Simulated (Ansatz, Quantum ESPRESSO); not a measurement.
# Lattice dynamics of AlBiTe3 (Pm-3m) in two programs

How does AlBiTe3 (Pm-3m) vibrate, and is this structure a minimum?

Program: Quantum ESPRESSO 7.5. Level of theory: DFT LDA, scalar-relativistic, plane waves, JTH PAW pseudopotentials. Results are calculated unless marked as measured.

This is a report of a sequence of runs, with most program output left out.

The structure was built from a prototype and need not be the compound's stable phase.

## Step 1: The starting structure

The structure is cubic, space group Pm-3m (No. 221). Conventional cell: a = 5.335 Å, b = 5.335 Å, c = 5.335 Å, α = 90.00°, β = 90.00°, γ = 90.00°. Nearest to Bi lie 12 Te at 3.77 Å. Nearest to Al lie 6 Te at 2.67 Å. Nearest to Te lie 2 Al at 2.67 Å and 4 Bi at 3.77 Å. Farther neighbours and most contacts between anions are not listed.

## Step 2: A first look

Before anything dear is run, a loose run with smearing shows whether this is a metal and how far the cell is from rest.

probe.in

```
&CONTROL
  calculation = 'scf'
  prefix      = 'x'
  outdir      = './tmp'
  pseudo_dir  = './pseudo'
  tprnfor     = .true.
  tstress     = .true.
  verbosity   = 'high'
/
&SYSTEM
  ibrav       = 0
  nat         = 5
  ntyp        = 3
  ecutwfc     = 40.0
  ecutrho     = 200.0
  occupations = 'smearing'
  smearing    = 'gaussian'
  degauss     = 0.01
/
&ELECTRONS
  conv_thr         = 1.0d-07
  mixing_beta      = 0.7
  electron_maxstep = 100
/
ATOMIC_SPECIES
 Bi    208.9804  Bi.upf
 Al     26.9815  Al.upf
 Te    127.6000  Te.upf
CELL_PARAMETERS angstrom
     5.335000000    0.000000000    0.000000000
     0.000000000    5.335000000    0.000000000
     0.000000000    0.000000000    5.335000000
ATOMIC_POSITIONS crystal
 Bi     0.000000000   0.000000000   0.000000000
 Al     0.500000000   0.500000000   0.500000000
 Te     0.500000000   0.500000000   0.000000000
 Te     0.500000000   0.000000000   0.500000000
 Te     0.000000000   0.500000000   0.500000000
K_POINTS automatic
 4 4 4 0 0 0
```

Run with:

```console
$ OMP_NUM_THREADS=1 mpirun -n 4 pw.x -nk 4 -in probe.in > probe.out
```

It took 4.5 s on 4 MPI ranks of AMD EPYC 9R45, shared host; 17 s of CPU time.

Read from the output:

| Property | Result |
| --- | --- |
| volume per atom | 30.37 Å³ |
| pressure | -3.135 GPa |
| gap on the k-mesh | 0 eV |

No gap opens on this mesh, so smearing is kept; the start stands at -3.1 GPa.

## Step 3: Relaxing the cell and atoms

The relaxation runs at a cutoff a fifth above that of the response, since stress converges more slowly with the basis than frequencies do. Forces and stress are brought to rest with tight thresholds.

relax.in

```
&CONTROL
  calculation   = 'vc-relax'
  prefix        = 'x'
  outdir        = './tmp'
  pseudo_dir    = './pseudo'
  tprnfor       = .true.
  tstress       = .true.
  forc_conv_thr = 2.0d-05
  etot_conv_thr = 1.0d-07
  nstep         = 40
/
&SYSTEM
  ibrav       = 0
  nat         = 5
  ntyp        = 3
  ecutwfc     = 48
  ecutrho     = 240.0
  occupations = 'smearing'
  smearing    = 'gaussian'
  degauss     = 0.02
/
&ELECTRONS
  conv_thr         = 1.0d-11
  mixing_beta      = 0.7
  electron_maxstep = 100
/
&IONS
/
&CELL
  press_conv_thr = 0.2
/
ATOMIC_SPECIES
 Bi    208.9804  Bi.upf
 Al     26.9815  Al.upf
 Te    127.6000  Te.upf
CELL_PARAMETERS angstrom
     5.335000000    0.000000000    0.000000000
     0.000000000    5.335000000    0.000000000
     0.000000000    0.000000000    5.335000000
ATOMIC_POSITIONS crystal
 Bi     0.000000000   0.000000000   0.000000000
 Al     0.500000000   0.500000000   0.500000000
 Te     0.500000000   0.500000000   0.000000000
 Te     0.500000000   0.000000000   0.500000000
 Te     0.000000000   0.500000000   0.500000000
K_POINTS automatic
 6 6 6 0 0 0
```

Run with:

```console
$ OMP_NUM_THREADS=1 mpirun -n 4 pw.x -nk 4 -in relax.in > relax.out
```

Run time: 69 s. Hardware: 4 MPI ranks; 4.6 min of CPU time.

Step by step:

| step | energy less that of the first step (eV) | largest force (eV/Å) | pressure (GPa) | volume (Å³) |
| --- | --- | --- | --- | --- |
| 1 | 0.0000 | 0.0000 | -3.14 | 151.85 |
| 2 | -0.0424 | 0.0000 | -2.49 | 149.43 |
| 3 | -0.0860 | 0.0000 | -1.40 | 145.86 |
| 4 | -0.1033 | 0.0000 | 0.16 | 141.53 |
| 5 | -0.1035 | 0.0000 | -0.01 | 141.96 |
| 6 | -0.1035 | 0.0000 | 0.00 | 141.94 |
| 7 | -0.0974 | 0.0000 | 0.04 | 141.94 |

| conventional cell, symmetrised | before | after | change |
| --- | --- | --- | --- |
| a (Å) | 5.335 | 5.216 | -2.2 % |
| b (Å) | 5.335 | 5.216 | -2.2 % |
| c (Å) | 5.335 | 5.216 | -2.2 % |
| volume (Å³/atom) | 30.37 | 28.39 | -6.5 % |

The last row of the table of steps is pw.x's closing run on a basis chosen anew for the final cell, so its energy can jump.

Read from the output:

* volume per atom: 28.39 Å³
* pressure: 0.036 GPa

The volume changes by -6.5 % from the cell with which this run began.

## Step 4: Ground state

The response is built on this ground state, so it is converged far tighter than an energy would need. Smearing stays on, as the first look found no gap above 0.3 eV.

scf.in

```
&CONTROL
  calculation = 'scf'
  prefix      = 'x'
  outdir      = './tmp'
  pseudo_dir  = './pseudo'
  tprnfor     = .true.
  tstress     = .true.
/
&SYSTEM
  ibrav       = 0
  nat         = 5
  ntyp        = 3
  ecutwfc     = 40.0
  ecutrho     = 200.0
  occupations = 'smearing'
  smearing    = 'gaussian'
  degauss     = 0.02
/
&ELECTRONS
  conv_thr         = 1.0d-12
  mixing_beta      = 0.7
  electron_maxstep = 100
/
ATOMIC_SPECIES
 Bi    208.9804  Bi.upf
 Al     26.9815  Al.upf
 Te    127.6000  Te.upf
CELL_PARAMETERS angstrom
     5.216346270    0.000000000    0.000000000
     0.000000000    5.216346270    0.000000000
     0.000000000    0.000000000    5.216346270
ATOMIC_POSITIONS crystal
 Bi     0.000000000   0.000000000   0.000000000
 Al     0.500000000   0.500000000   0.500000000
 Te     0.500000000   0.500000000   0.000000000
 Te     0.500000000   0.000000000   0.500000000
 Te     0.000000000   0.500000000   0.500000000
K_POINTS automatic
 6 6 6 0 0 0
```

Run with:

```console
$ OMP_NUM_THREADS=1 mpirun -n 4 pw.x -nk 4 -in scf.in > scf.out
```

Elapsed: 6.3 s, on 4 MPI ranks.

Numbers from this step:

```
pressure : 0.021 GPa
```

The cell stands at 0.021 GPa, close enough for phonons.

## Step 5: Phonons on a q mesh

Linear response treats each wavevector in the unit cell, with no supercell; the 2×2×2 mesh fixes the range of the force constants to be had.

ph.in

```
phonons
&INPUTPH
  prefix       = 'x'
  outdir       = './tmp'
  fildyn       = 'x.dyn'
  tr2_ph       = 1.0d-18
  alpha_mix(1) = 0.4
  nmix_ph      = 8
  ldisp        = .true.
  nq1          = 2
  nq2          = 2
  nq3          = 2
/
```

Run with:

```console
$ OMP_NUM_THREADS=1 mpirun -n 4 ph.x -nk 4 -in ph.in > ph.out
```

It took 16 min on 4 MPI ranks; 62 min of CPU time.

Numbers from this step:

* largest acoustic frequency at the zone centre before the sum rule: 0.44 cm⁻¹
* highest optical zone-centre mode (no LO-TO term): 308.7 cm⁻¹
* lowest optical zone-centre mode: -71.35 cm⁻¹
* lowest mode on the q mesh (acoustic ones at the zone centre apart): -101.0 cm⁻¹

Frequencies (cm⁻¹) at each irreducible wavevector; negative means imaginary. Frequencies by wavevector:

| q (fractions) | star | mode 1 | mode 2 | mode 3 | mode 4 | mode 13 | mode 14 | mode 15 |
| --- | --- | --- | --- | --- | --- | --- | --- | --- |
| 0 0 0 | 1 | -71.35 | -71.35 | -71.35 | -64.45 | 308.7 | 308.7 | 308.7 |
| 0 0 -0.5 | 3 | -93.31 | -67.32 | -67.32 | -67.18 | 295.4 | 308.9 | 308.9 |
| 0 -0.5 -0.5 | 3 | -101 | -80.07 | -80.07 | -60.53 | 299.2 | 299.2 | 311.4 |
| -0.5 -0.5 -0.5 | 1 | -85.98 | -85.98 | -85.98 | -59.87 | 307.1 | 307.1 | 307.1 |

The acoustic modes at Γ come out as far as 0.4 cm⁻¹ from zero, where they should vanish, a small numerical error. The lowest optical mode is imaginary, 71i cm⁻¹, an instability at this level and on this k mesh.

## Step 6: Force constants in real space

The dynamical matrices of the mesh are Fourier-transformed to force constants in real space.

q2r.in

```
&INPUT
  fildyn = 'x.dyn'
  zasr   = 'simple'
  flfrc  = 'x.fc'
/
```

Run with:

```console
$ q2r.x < q2r.in > q2r.out
```

It took 0.61 s on 1 thread.

## Step 7: Interpolated phonon bands

From the force constants any wavevector is cheap; points of the mesh come back as solved, but for the sum rule and, in polar crystals, the LO-TO term at Γ; the rest is interpolation.

matdyn.in

```
&INPUT
  asr              = 'simple'
  flfrc            = 'x.fc'
  flfrq            = 'x.freq'
  flvec            = 'x.modes'
  q_in_band_form   = .true.
  q_in_cryst_coord = .true.
/
8
  0.0000000   0.0000000   0.0000000  12  ! GAMMA
  0.0000000   0.5000000   0.0000000  12  ! X
  0.5000000   0.5000000   0.0000000  12  ! M
  0.0000000   0.0000000   0.0000000  12  ! GAMMA
  0.5000000   0.5000000   0.5000000  12  ! R
  0.0000000   0.5000000   0.0000000   1  ! X
  0.5000000   0.5000000   0.5000000  12  ! R
  0.5000000   0.5000000   0.0000000   1  ! M
```

Run with:

```console
$ matdyn.x -in matdyn.in > matdyn.out
```

Run time: 0.6 s. Hardware: 1 thread.

Numbers from this step:

```
lowest frequency on the path : -101.0 cm⁻¹
```

Matdyn.x, sum rule simple. Phonon branches along the path, in cm⁻¹:

| point | branch 1 | branch 2 | branch 3 | branch 4 | branch 12 | branch 13 | branch 14 | branch 15 |
| --- | --- | --- | --- | --- | --- | --- | --- | --- |
| Γ | -71 | -71 | -71 | -64 | 12 | 309 | 309 | 309 |
| halfway | -80 | -70 | -70 | -66 | 110 | 303 | 309 | 309 |
| X | -93 | -67 | -67 | -67 | 160 | 295 | 309 | 309 |
| halfway | -95 | -80 | -74 | -65 | 163 | 297 | 305 | 310 |
| M | -101 | -80 | -80 | -60 | 174 | 299 | 299 | 311 |
| halfway | -86 | -77 | -73 | -69 | 119 | 304 | 305 | 310 |
| Γ | -71 | -71 | -71 | -64 | 12 | 309 | 309 | 309 |
| halfway | -85 | -80 | -80 | -66 | 127 | 305 | 305 | 307 |
| R | -86 | -86 | -86 | -60 | 181 | 307 | 307 | 307 |
| halfway | -91 | -85 | -78 | -65 | 165 | 300 | 307 | 308 |
| X | -93 | -67 | -67 | -67 | 160 | 295 | 309 | 309 |
| jump to R | -86 | -86 | -86 | -60 | 181 | 307 | 307 | 307 |
| halfway | -94 | -83 | -83 | -62 | 174 | 303 | 303 | 310 |
| M | -101 | -80 | -80 | -60 | 174 | 299 | 299 | 311 |

Lowest modes at the softest wavevector of the mesh; phase exp(i q.(R + tau)). The modes at q = (0.500, 0.000, 0.500) (shares of kinetic energy by element, %) (negative means imaginary):

| mode | frequency (cm⁻¹) | Bi % | Al % | Te % |
| --- | --- | --- | --- | --- |
| 1 | -101.0 | 0 | 0 | 100 |
| 2 | -80.1 | 27 | 1 | 72 |
| 3 | -80.1 | 27 | 1 | 72 |
| 4 | -60.5 | 0 | 0 | 100 |
| 5 | -60.5 | 0 | 0 | 100 |
| 6 | -45.7 | 100 | 0 | 0 |

Displacements in mode 1 (-101.0 cm⁻¹), the largest set to 1, in the home cell:
```
Bi1  0.00  0.00  0.00
Al2  0.00  0.00  0.00
Te3 -1.00  0.00  0.00
Te4  0.00  0.00  0.00
Te5  0.00  0.00  1.00
```

Displacements in mode 3 (-80.1 cm⁻¹), the largest set to 1, in the home cell:
```
Bi1  0.48  0.00  0.00
Al2  0.00  0.00  0.19
Te3  0.00  0.00  0.00
Te4  0.00  0.00 -1.00
Te5  0.00  0.00  0.00
```

Force constants by pair (phonopy on the run's constants); pairs near half the supercell's span include their periodic images. Pair force constants, by row:

| atom | neighbour | distance (Å) | third of the trace (eV/Å²) | along the pair's line (eV/Å²) |
| --- | --- | --- | --- | --- |
| Bi1 | itself | 0 | -1.652 | – |
| Bi1 | Te | 3.689 | 0.2137 | 0.6015 |
| Bi1 | Al | 4.517 | -0.0139 | -0.2106 |
| Bi1 | Bi | 5.216 | -0.0127 | -0.1137 |
| Bi1 | Te | 6.389 | -0.0503 | -0.0549 |
| Bi1 | Bi | 7.377 | -0.0445 | -0.099 |
| Al2 | itself | 0 | 7.971 | – |
| Al2 | Te | 2.608 | -1.083 | -4.46 |
| Al2 | Bi | 4.517 | -0.0139 | -0.2106 |
| Al2 | Al | 5.216 | -0.4113 | -0.9334 |
| Al2 | Te | 5.832 | -0.0279 | -0.0287 |
| Al2 | Al | 7.377 | 0.0404 | 0.04 |
| Te3 | itself | 0 | 2.844 | – |
| Te3 | Al | 2.608 | -1.083 | -4.46 |
| Te3 | Bi | 3.689 | 0.2137 | 0.6015 |
| Te3 | Te | 3.689 | -0.1073 | -0.744 |
| Te3 | Te | 5.216 | 0.0632 | 0.3285 |
| Te3 | Te | 5.216 | -0.1647 | -0.1665 |
| Te3 | Al | 5.832 | -0.0279 | -0.0287 |
| Te3 | Te | 6.389 | -0.0812 | -0.1028 |
| Te3 | Bi | 6.389 | -0.0503 | -0.0549 |
| Te4 | itself | 0 | 2.844 | – |
| Te4 | Al | 2.608 | -1.083 | -4.46 |
| Te4 | Bi | 3.689 | 0.2137 | 0.6015 |
| Te4 | Te | 3.689 | -0.1073 | -0.744 |
| Te4 | Te | 5.216 | 0.0632 | 0.3285 |
| Te4 | Te | 5.216 | -0.1647 | -0.1665 |
| Te4 | Al | 5.832 | -0.0279 | -0.0287 |
| Te4 | Te | 6.389 | -0.0812 | -0.1028 |
| Te4 | Bi | 6.389 | -0.0503 | -0.0549 |

Mode patterns, pair constants, displacements and means over the zone were worked out by phonopy from the force constants of q2r.x.

The path dips to 101i cm⁻¹.

## Step 8: Density of states

Sums over the zone need many more wavevectors than were solved, so the interpolation is sampled on a dense mesh.

matdyn.in

```
&INPUT
  asr    = 'simple'
  flfrc  = 'x.fc'
  dos    = .true.
  fldos  = 'x.dos'
  nk1    = 9
  nk2    = 9
  nk3    = 9
  deltaE = 1.0
/
```

Run with:

```console
$ matdyn.x -in matdyn.in > matdyn.out
```

Wall time 3.5 s (1 thread).

This step gave:

```
share of modes beyond 3i cm⁻¹ on the dense interpolated mesh : 0.5219
```

The phonon density of states has structure finer than the step of the table below, so its rows give means over 20 cm⁻¹, whole bins alone (the curve runs from -100 to 312 cm⁻¹). Peaks (cm⁻¹: height): total -92.2: 0.0996, -80.2: 0.207, -64.2: 0.371, 309.8: 0.436; Al 309.8: 0.332; Bi -70.2: 0.0341, -62.2: 0.103, -46.2: 0.0506, -22.2: 0.0387; Te -92.2: 0.0994, -80.2: 0.176, -64.2: 0.271, 309.8: 0.104.

Tetrahedra. Table of phonon density of states by wavenumber; means over each step; values in 1/cm⁻¹/cell:

| wavenumber (cm⁻¹) | total | Al | Bi | Te |
| --- | --- | --- | --- | --- |
| -80 | 0.117 | 4.6e-4 | 0.0160 | 0.101 |
| -60 | 0.129 | 4.0e-4 | 0.0446 | 0.0837 |
| -40 | 0.0440 | 6.6e-5 | 0.0295 | 0.0145 |
| -20 | 0.0641 | 1.8e-4 | 0.0333 | 0.0305 |
| 0 | 0.0323 | 5.0e-5 | 0.0142 | 0.0181 |
| 20 | 0.0291 | 6.0e-4 | 0.00925 | 0.0193 |
| 40 | 0.0251 | 0.00319 | 0.00344 | 0.0185 |
| 60 | 0.0233 | 0.00544 | 3.6e-5 | 0.0178 |
| 80 | 0.0151 | 0.00316 | 2.2e-5 | 0.0119 |
| 100 | 0.0180 | 0.00321 | 2.0e-5 | 0.0148 |
| 120 | 0.0185 | 0.00249 | 1.7e-5 | 0.0160 |
| 140 | 0.0267 | 0.00197 | 1.5e-5 | 0.0247 |
| 160 | 0.0274 | 9.7e-4 | 2.0e-5 | 0.0264 |
| 180 | 0.00387 | 8.9e-5 | 4.5e-7 | 0.00378 |
| 200 | 0 | 0 | 0 | 0 |
| 220 | 0 | 0 | 0 | 0 |
| 240 | 0 | 0 | 0 | 0 |
| 260 | 0 | 0 | 0 | 0 |
| 280 | 0 | 0 | 0 | 0 |
| 300 | 0.136 | 0.117 | 2.8e-5 | 0.0194 |

## Step 9: Zone-centre analysis

A rigid shift of the crystal must cost nothing, but grids and finite bases break this; the acoustic sum rule is imposed before the matrix is diagonalised again.

dynmat.in

```
&INPUT
  fildyn = 'x.dyn1'
  asr    = 'simple'
  fileig = 'dynmat.eig'
/
```

Run with:

```console
$ dynmat.x -in dynmat.in > dynmat.out
```

It took 0.59 s on 1 thread.

Unit eigenvectors of the mass-weighted matrix after the sum rule; no LO-TO term. The modes at Γ (shares of kinetic energy by element, %) (negative means imaginary):

| mode | frequency (cm⁻¹) | Bi % | Al % | Te % |
| --- | --- | --- | --- | --- |
| 1 | -71.4 | 48 | 1 | 51 |
| 2 | -71.4 | 48 | 1 | 51 |
| 3 | -71.4 | 48 | 1 | 51 |
| 4 | -64.4 | 0 | 0 | 100 |
| 5 | -64.4 | 0 | 0 | 100 |
| 6 | -64.4 | 0 | 0 | 100 |
| 7 | 0.0 | 34 | 4 | 62 |
| 8 | 0.0 | 34 | 4 | 62 |
| 9 | 0.0 | 34 | 4 | 62 |
| 10 | 12.2 | 18 | 22 | 60 |
| 11 | 12.2 | 18 | 22 | 60 |
| 12 | 12.2 | 18 | 22 | 60 |
| 13 | 308.7 | 0 | 72 | 28 |
| 14 | 308.7 | 0 | 72 | 28 |
| 15 | 308.7 | 0 | 72 | 28 |

Displacements in mode 1 (-71.4 cm⁻¹), the largest set to 1:
```
Bi1  0.00  0.00  1.00
Al2  0.00  0.00  0.46
Te3  0.00  0.00  0.12
Te4  0.00  0.00 -0.93
Te5  0.00  0.00 -0.93
```

Displacements in mode 11 (12.2 cm⁻¹), the largest set to 1:
```
Bi1  0.03  0.00 -0.33
Al2 -0.08  0.00  1.00
Te3  0.01  0.00  0.71
Te4  0.01  0.00 -0.19
Te5 -0.06  0.00 -0.19
```

The rule moves no optical mode by more than 0.1 cm⁻¹.

[end of part 1 of 2]

[Host names and launcher messages were left out of these logs when they were recorded.]

[Logs are printed without paths, hosts, clocks, repeated set-up lines and the standing remarks that a program may print on its own settings, such as how far it seeks lower states.]

[Hosts, paths, dates, database ids (printed as entryN), source tags and the programs' standing remarks are cut or masked in the printed files.]
